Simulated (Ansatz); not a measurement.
## WSi2N4 monolayer in a perpendicular field

Wanted: the out-of-plane response of the WSi2N4 monolayer. A positive field points along +c.

Main program and level: Ansatz 0.2.0; plane-wave DFT, PBE-D3(BJ), Ansatz PAW.

Most raw output is cut from this account.

## 1. The structure

The cell holds 7 atoms: 4 N, 2 Si and 1 W. Its edges and angles: a = 2.920 Å, b = 2.920 Å, c = 45.201 Å, α = 90.0°, β = 90.0°, γ = 120.0°. Vacuum lies along c.

As a file:

```xyz
7
Lattice="2.9200 0.0000 0.0000 -1.4600 2.5288 0.0000 0.0000 0.0000 45.2010" Properties=species:S:1:pos:R:3
N     0.0000    0.0000   19.0500
Si    0.0000    1.6859   19.5194
N     0.0000    1.6859   21.2694
W     0.0000    0.0000   22.6005
N     0.0000    1.6859   23.9316
Si    0.0000    1.6859   25.6816
N     0.0000    0.0000   26.1510
```

## 2. Relaxation

The starting cell is a guess, so the in-plane lattice and the atoms are relaxed first, with the slab cut off from its images along the normal.

The input, input.yaml:

```yaml
crystal:
  lattice:
    - [2.92, 0.0, 0.0]
    - [-1.46, 2.5287941791, 0.0]
    - [0.0, 0.0, 45.2010220828]
  atoms:
    - { symbol: "N", position: [0.0, 0.0, 0.421450647] }
    - { symbol: Si, position: [0.3333333333, 0.6666666667, 0.4318360821] }
    - { symbol: "N", position: [0.3333333333, 0.6666666667, 0.4705520207] }
    - { symbol: W, position: [0.0, 0.0, 0.5] }
    - { symbol: "N", position: [0.3333333333, 0.6666666667, 0.5294479793] }
    - { symbol: Si, position: [0.3333333333, 0.6666666667, 0.5681639179] }
    - { symbol: "N", position: [0.0, 0.0, 0.578549353] }
  periodic: [true, true, false]
kpoints:
  mp_grid: { grid: [12, 12, 1] }
hamiltonian:
  xc: pbe
  dispersion: d3bj
scf:
  occupations: { method: fermi_dirac, width: 0.05 }
  convergence: { dr2_threshold: 1.0e-09 }
relax:
  f_tol: 0.004
  max_steps: 90
  cell: {}
output:
  write_potential: true
  write_density: true
  volumetric_format: npy
```

On the command line:

```
$ ansatz run input.yaml --threads 2 --pin off --max-ram 3072MiB --backend cpu --events-out ev --progress --plain --runs-dir out
```

The job ended after 99 s (2 threads of Arm Neoverse V2, shared host; peak memory 0.57 GiB; 3.2 min of CPU time).

Relaxation path:

| step | energy less that of the first step (eV) | largest force component (eV/Å) | volume (Å³) |
| --- | --- | --- | --- |
| 1 | 0.0000 | 1.8517 | 333.77 |
| 2 | -0.1722 | 0.8525 | 329.06 |
| 3 | -0.2145 | 0.0886 | 326.81 |
| 4 | -0.2149 | 0.0289 | 326.83 |
| 5 | -0.2149 | 0.0189 | 327.04 |
| 6 | -0.2149 | 0.0003 | 326.99 |
| 7* | -0.2108 | 0.0004 | 326.99 |
| 8 | -0.2109 | 0.0013 | 326.90 |
| 9* | -0.2108 | 0.0012 | 326.90 |

Relaxation steps marked * repeat the geometry before them on a plane-wave basis chosen anew for their cell, so energy and pressure can jump there.

Forces are held to the 12 operations that the run works with; a distortion that breaks them can't arise in this run.

| cell as run | before | after | change |
| --- | --- | --- | --- |
| a (Å) | 2.920 | 2.890 | -1.0 % |
| b (Å) | 2.920 | 2.890 | -1.0 % |

The atoms that moved most (Å, along periodic axes as changes of fractional coordinates times the final cell, across vacuum about the mean position):

| atom | dx | dy | dz | length |
| --- | --- | --- | --- | --- |
| N5 | 0.000 | 0.000 | -0.067 | 0.067 |
| N3 | 0.000 | 0.000 | 0.067 | 0.067 |
| Si6 | 0.000 | 0.000 | -0.066 | 0.066 |
| Si2 | 0.000 | 0.000 | 0.066 | 0.066 |
| N7 | 0.000 | 0.000 | -0.012 | 0.012 |
| N1 | 0.000 | 0.000 | 0.012 | 0.012 |

The relaxed structure:

```cif
data_structure
_symmetry_space_group_name_H-M 'P 1'
_symmetry_Int_Tables_number 1
_cell_length_a 2.8898
_cell_length_b 2.8898
_cell_length_c 45.2010
_cell_angle_alpha 90.000
_cell_angle_beta 90.000
_cell_angle_gamma 120.000
_cell_volume 326.90
loop_
_atom_site_label
_atom_site_type_symbol
_atom_site_fract_x
_atom_site_fract_y
_atom_site_fract_z
_atom_site_occupancy
N1 N 0.00000 0.00000 0.42172 1
Si2 Si 0.33333 0.66667 0.43329 1
N3 N 0.33333 0.66667 0.47204 1
W4 W 0.00000 0.00000 0.50000 1
N5 N 0.33333 0.66667 0.52796 1
Si6 Si 0.33333 0.66667 0.56671 1
N7 N 0.00000 0.00000 0.57828 1
```

Numbers from this step:

* gap on the k-mesh: 2.433 eV

The lattice constant a goes from 2.920 to 2.890 Å.

## 3. Atoms held, field 0

A sawtooth potential applies the field, turning back in the middle of the vacuum. With the dipole correction the typed value is the field outside the slab. The induced dipole is small, so the SCF threshold is tight.

The cell differs from the one that the last finished run ended in (c 45.201 → 25.077 Å).

The input, input.yaml:

```yaml
crystal:
  lattice:
    - [2.8897842238, 0.0, 0.0]
    - [-1.4448921119, 2.5026265492, 0.0]
    - [0.0, 0.0, 25.0768677738]
  atoms:
    - { symbol: "N", position: [0.0, 0.0, 0.358896497] }
    - { symbol: Si, position: [0.3333333333, 0.6666666667, 0.3797525646] }
    - { symbol: "N", position: [0.3333333333, 0.6666666667, 0.4496046958] }
    - { symbol: W, position: [0.0, 0.0, 0.5] }
    - { symbol: "N", position: [0.3333333333, 0.6666666667, 0.5503953042] }
    - { symbol: Si, position: [0.3333333333, 0.6666666667, 0.6202474354] }
    - { symbol: "N", position: [0.0, 0.0, 0.641103503] }
kpoints:
  mp_grid: { grid: [18, 18, 1] }
  band_path:
    path: [[0, 0, 0], [0.5, 0, 0], [0.33333333, 0.33333333, 0], [0, 0, 0]]
    npoints: 16
hamiltonian:
  xc: pbe
  dispersion: d3bj
scf:
  occupations: { method: fermi_dirac, width: 0.02585 }
  convergence: { dr2_threshold: 1.0e-10 }
efield:
  axis: 3
  dipole_correction: true
  ramp_position: 0.97
  ramp_width: 0.06
  amplitude: 0
output:
  dos: { projected: true, e_range: [-6, 5] }
  write_potential: true
  write_density: true
  volumetric_format: npy
  elf: true
```

It took 23 s on 2 threads; peak memory 0.5 GiB.

Numbers from this step:

| Item | Value |
| --- | --- |
| dipole along the normal | 8.98e-7 e·Å |
| gap along the path | 2.433 eV |
| smallest direct gap along the path | 2.774 eV |
| ionisation energy, upper face | 5.344 eV |
| electron affinity, upper face | 2.911 eV |
| gap, the smaller of path and mesh | 2.433 eV |

Running mean over a fixed 2.6 Å (it still follows the layers) of the planar mean; the ramp of the sawtooth is left out. The electron's electrostatic potential energy less the Fermi level by z:

z (Å), electron's electrostatic potential energy less the Fermi level (eV) and a bar from the least value:
```
      3.5        4.1 ##############################
      4.0        4.1 ##############################
      4.5        4.1 ##############################
      5.0        4.1 ##############################
      5.5        4.1 ##############################
      6.0        4.1 ##############################
      6.5        4.0 ##############################
      7.0        3.7 #############################
      7.5        1.7 ##########################
      8.0       -2.9 ###################
      8.5       -7.3 ############
      9.0       -9.7 ########
      9.5      -10.7 #######
     10.0      -11.6 #####
     10.5      -10.4 #######
     11.0       -9.6 ########
     11.5      -11.5 #####
     12.0      -13.9 ##
     12.5      -14.9 
     13.0      -14.2 #
     13.5      -11.9 #####
     14.0       -9.8 ########
     14.5      -10.1 ########
     15.0      -11.5 #####
     15.5      -10.9 ######
     16.0       -9.9 ########
     16.5       -7.8 ###########
     17.0       -3.6 ##################
     17.5        1.1 #########################
     18.0        3.5 #############################
     18.5        4.0 ##############################
     19.0        4.1 ##############################
     19.5        4.1 ##############################
     20.0        4.1 ##############################
     20.5        4.1 ##############################
     21.0        4.1 ##############################
     21.5        4.1 ##############################
     22.0        4.1 ##############################
```

The density of states has structure finer than the step of the table below, so its rows give means over 0.25 eV, whole bins alone (the curve runs from -6 to 3.21 eV). Peaks (eV: height): -4.980: 6.84, -4.620: 6.41, -3.770: 10.7, -2.360: 9.86, 1.610: 16.9, 1.910: 11.2, 2.380: 7.15.

Table of density of states by energy, zero at the Fermi level of the run, which the smearing sets inside the gap; means over each step:

| energy (eV) | density of states (states/eV a cell) |
| --- | --- |
| -5.75 | 2.33 |
| -5.50 | 2.79 |
| -5.25 | 3.00 |
| -5.00 | 4.27 |
| -4.75 | 3.75 |
| -4.50 | 3.85 |
| -4.25 | 3.69 |
| -4.00 | 3.61 |
| -3.75 | 7.34 |
| -3.50 | 3.69 |
| -3.25 | 1.14 |
| -3.00 | 0.798 |
| -2.75 | 0.128 |
| -2.50 | 0.794 |
| -2.25 | 3.97 |
| -2.00 | 1.54 |
| -1.75 | 1.00 |
| -1.50 | 0.520 |
| -1.25 | 0.314 |
| -1.00 | 0 |
| -0.75 | 0 |
| -0.50 | 0 |
| -0.25 | 0 |
| 0.00 | 0 |
| 0.25 | 0 |
| 0.50 | 0 |
| 0.75 | 0 |
| 1.00 | 0 |
| 1.25 | 0.315 |
| 1.50 | 2.95 |
| 1.75 | 5.10 |
| 2.00 | 3.19 |
| 2.25 | 3.26 |
| 2.50 | 4.40 |
| 2.75 | 2.97 |
| 3.00 | 2.07 |

Projected DOS per atom over height of the atomic layer and energy from the Fermi level. Layers: N Si N W N Si N from below.

Ten even steps from '_' (0.00 states/eV) to '@' (2.06 states/eV), each cell a mean:
```
______**______
..::..@@..::..
__....++....__
..::::@@::::..
______________
______________
______________
______________
______________
______________
______________
______::______
______**______
______##______
______________
..__::__::__..
##__**::**__##
::__==::==__::
--__==--==__--
--__==::==__--
::__::::::__::
::__......__::
```
Columns: height of the atomic layer (Å) from 9 to 16.1 (not evenly spaced); rows upwards: energy from the Fermi level (eV) from -5.96 to 3.13.

Electronic bands along the path, in eV, zero at the Fermi level of the run, which the smearing sets inside the gap:

| point | band 18 | band 19 | band 20 | band 21 | band 22 | band 23 | band 24 | band 25 |
| --- | --- | --- | --- | --- | --- | --- | --- | --- |
| Γ | -3.75 | -3.69 | -3.69 | -1.21 | 1.91 | 1.91 | 2.56 | 2.56 |
| halfway | -4.61 | -4.18 | -3.74 | -2.21 | 1.65 | 2.09 | 2.40 | 3.78 |
| M | -3.83 | -3.80 | -3.28 | -2.35 | 1.22 | 1.54 | 3.17 | 3.34 |
| halfway | -4.48 | -3.66 | -3.22 | -1.99 | 2.04 | 2.33 | 2.64 | 3.83 |
| K | -5.48 | -3.56 | -2.82 | -1.52 | 1.26 | 2.25 | 3.57 | 3.95 |
| halfway | -4.03 | -3.88 | -3.85 | -2.34 | 1.58 | 2.58 | 2.65 | 3.97 |
| Γ | -3.75 | -3.69 | -3.69 | -1.21 | 1.91 | 1.91 | 2.56 | 2.56 |

ELF in the ca plane at fractional y = 0.667, with atoms of Si and N within 0.2 Å of it. It is the smooth field of the valence electrons, not physical close to the nuclei.

Values, 5 rows by 16 columns, each cell a mean:
```
0.00 0.00 0.00 0.10 0.53 0.68 0.20 0.15 0.32 0.19 0.12 0.43 0.68 0.34 0.03 0.00
0.00 0.00 0.00 0.06 0.44 0.69 0.31 0.49 0.27 0.35 0.41 0.45 0.66 0.23 0.02 0.00
0.00 0.00 0.00 0.01 0.18 0.29 0.57 0.66 0.38 0.59 0.72 0.33 0.31 0.07 0.00 0.00
0.00 0.00 0.00 0.01 0.14 0.21 0.62 0.51 0.41 0.54 0.66 0.36 0.20 0.06 0.00 0.00
0.00 0.00 0.00 0.04 0.35 0.61 0.40 0.68 0.28 0.48 0.60 0.42 0.60 0.17 0.01 0.00
```
Columns run along c (16.0 Å, from fractional 0.16 to 0.79 of the cell), rows up along a (2.9 Å). Atoms in or near the plane, at fractional coordinates: Si at (0.38, 0.33), N at (0.45, 0.33), N at (0.55, 0.33), Si at (0.62, 0.33).

Electrostatic potential energy in the ca plane at fractional y = 0.667, with atoms of Si and N within 0.2 Å of it. With pseudopotentials it is smooth inside the atoms' cores, unlike the true potential.

Ten even steps from '0' (-57 eV) to '9' (7 eV), each cell a mean:
```
99999999999999999999988889999865578999988899
99999999999999999999988889999864578999988899
99999999999999999999987778998876788998877889
99999999999999999999863247855788875578523589
99999999999999999999740016500488850046200279
99999999999999999999730015500488850036200279
99999999999999999999862147744788874477522589
99999999999999999999987678998876788898766789
```
Columns run along c (16.0 Å, from fractional 0.05 to 0.69 of the cell; values clipped at the 3rd and 97th percentile), rows up along a (2.9 Å). Atoms in or near the plane, at fractional coordinates: Si at (0.38, 0.33), N at (0.45, 0.33), N at (0.55, 0.33), Si at (0.62, 0.33).

Valence density in the ca plane at fractional y = 0.667, with atoms of Si and N within 0.2 Å of it. It is the smooth field of the valence electrons, not physical close to the nuclei.

Ten steps, logarithmic in the rise over the least value, from '0' (0.0 e/Å³) to '9' (3.5 e/Å³), each cell a mean:
```
00000000000245665333445776543334566421000000
00000000000245665333445776543334566421000000
00000000000235665445666666665445565421000000
00000000000134554567886556788654555320000000
00000000000124433579997557999864344310000000
00000000000124433579998557999864244310000000
00000000000134554567887556888654455320000000
00000000000135665445666666665445565421000000
```
Columns run along c (16.0 Å, from fractional 0.16 to 0.79 of the cell), rows up along a (2.9 Å). Atoms in or near the plane, at fractional coordinates: Si at (0.38, 0.33), N at (0.45, 0.33), N at (0.55, 0.33), Si at (0.62, 0.33).

The gap is 2.43 eV, with the valence edge 5.34 eV and the conduction edge 2.91 eV under the upper vacuum level. Spin-orbit coupling, left out in this run, matters for the bands of elements this heavy.

## 4. Atoms held, field 0.1 V/Å

input.yaml: that of step 3 with these lines changed.

```diff
@@ -29,5 +29,4 @@
   ramp_width: 0.06
-  amplitude: 0
+  amplitude: 0.1
 output:
-  dos: { projected: true, e_range: [-6, 5] }
   write_potential: true
@@ -35,2 +34 @@
   volumetric_format: npy
-  elf: true
```

It took 25 s on 2 threads; peak memory 0.49 GiB; 50 s of CPU time.

The dipole is 0.0313 e·Å, and the gap 2.427 eV.

## 5. Atoms held, field -0.1 V/Å

input.yaml: that of step 4 with these lines changed.

```diff
@@ -29,3 +29,3 @@
   ramp_width: 0.06
-  amplitude: 0.1
+  amplitude: -0.1
 output:
```

Run time: 25 s. Hardware: 2 threads; peak memory 0.49 GiB.

The dipole is -0.0313 e·Å, and the gap 2.427 eV.

## 6. Response, atoms held

This step: plane-wave DFT, PBE-D3(BJ), Ansatz PAW; response to a field along the normal, atoms held (Ansatz 0.2.0).

The dipoles give the slope, and the difference of two potentials shows where the field is screened.

This step gave:

```yaml
equivalent_conductor_thickness_p_eps_0ae: 7.844 Å
distance_between_the_outer_atoms: 7.077 Å
```

The dipole of the cell by applied field:

| applied field (V/Å) | dipole of the cell (e·Å) |
| --- | --- |
| -0.1000 | -0.0313 |
| 0.0000 | 9.0e-7 |
| 0.1000 | 0.0313 |

Local field over the applied field, running mean. From the potentials at -0.1 and 0.1 V/Å; running mean over 2.5 Å. The local field over applied field by z:

z (Å), local field over applied field and a bar:
```
        5      0.998 ##############################
        6      0.983 #############################
        7      0.867 ##########################
        8      0.562 ################
        9      0.289 #######
       10      0.186 ###
       11      0.154 ##
       12      0.084 
       13      0.081 
       14      0.149 ##
       15      0.183 ###
       16      0.275 ######
       17      0.536 ###############
       18      0.849 #########################
       19      0.980 #############################
       20      0.998 ##############################
       21      1.000 ##############################
```

The induced electron density oscillates, so the rows of the table below give means over windows of 0.5 Å about each position, cut where the curve ends. Its maxima inside the range that stand out by 2 % of the span (Å: e/Å³ per V/Å): 8.22: 0.00385, 9.19: 0.00125, 10.59: 0.00152, 11.28: 0.00129, 13.23: 4.1e-4, 14.07: -2.4e-4, 15.32: 0.00225, 16.16: -5.4e-4. Its minima: 8.92: 5.4e-4, 9.75: -0.00225, 11.01: 2.4e-4, 11.84: -4.1e-4, 13.79: -0.00129, 14.49: -0.00152, 15.88: -0.00125, 16.86: -0.00385.

Electrons, planar mean, per unit field. Table of induced electron density by z; means over each step:

| z (Å) | induced electron density (e/Å³ per V/Å) |
| --- | --- |
| 4.5 | 1.6e-6 |
| 5.0 | 6.2e-6 |
| 5.5 | 2.2e-5 |
| 6.0 | 7.6e-5 |
| 6.5 | 2.5e-4 |
| 7.0 | 7.1e-4 |
| 7.5 | 0.00186 |
| 8.0 | 0.00342 |
| 8.5 | 0.00254 |
| 9.0 | 8.8e-4 |
| 9.5 | -9.9e-4 |
| 10.0 | -8.4e-4 |
| 10.5 | 0.00128 |
| 11.0 | 6.5e-4 |
| 11.5 | 5.9e-4 |
| 12.0 | -2.2e-4 |
| 12.5 | 5.2e-6 |
| 13.0 | 1.6e-4 |
| 13.5 | -3.7e-4 |
| 14.0 | -6.9e-4 |
| 14.5 | -0.00129 |
| 15.0 | 4.1e-4 |
| 15.5 | 0.00142 |
| 16.0 | -8.8e-4 |
| 16.5 | -0.00209 |
| 17.0 | -0.00356 |
| 17.5 | -0.00209 |
| 18.0 | -8.5e-4 |
| 18.5 | -2.9e-4 |
| 19.0 | -9.2e-5 |
| 19.5 | -2.7e-5 |
| 20.0 | -7.5e-6 |
| 20.5 | -2.0e-6 |
| 21.0 | -6.8e-7 |

The smaller of the gaps on the path and on the k-mesh, counted as 0 under 0.03 eV. Table of gap by applied field:

| applied field (V/Å) | gap (eV) |
| --- | --- |
| -0.1000 | 2.43 |
| 0.0000 | 2.43 |
| 0.1000 | 2.43 |

By hand: between -0.1 and 0.1 V/Å the dipole changes by 0.06270 e·Å, a slope of 0.3135 e·Å²/V. A perfect conductor of thickness t has p = ε₀AEt, so t = 180.95 × 0.3135 / 7.232 = 7.84 Å (e/ε₀ = 180.95 V·Å, A in Å²).

The induced dipole is that of a conductor 7.84 Å thick.

## 7. Outcome

| Quantity | Value |
| --- | --- |
| gap without field | 2.43 eV |
| ionisation energy, upper face | 5.34 eV |
| electron affinity, upper face | 2.91 eV |
| equivalent conductor thickness, atoms held | 7.84 Å |

The induced dipole equals that of a perfect conductor 7.84 Å thick, while the outer atoms lie 7.08 Å apart; an out-of-plane ε follows only once a thickness t is chosen, by 1 − 1/ε = 7.84 Å / t. The gap stays within 0.01 eV of 2.43 eV over the fields run, up to 0.1 V/Å in size. Semilocal functionals give gaps that are too small, and excitons are not included. Spin-orbit coupling is left out, which matters for the bands of elements this heavy. The outer anions sit over the metal atoms, one of several polytypes of such layers and not the lowest for every compound.

[Logs are printed without paths, hosts, clocks, repeated set-up lines and the standing remarks that a program may print on its own settings, such as how far it seeks lower states.]

[Hosts, paths, dates, database ids (printed as entryN), source tags and the programs' standing remarks are cut or masked in the printed files.]

[Maps of the electrostatic potential energy from Ansatz leave out the sawtooth potential of an applied field or a dipole correction, so their vacuum need not be flat; planar profiles and work functions include it.]
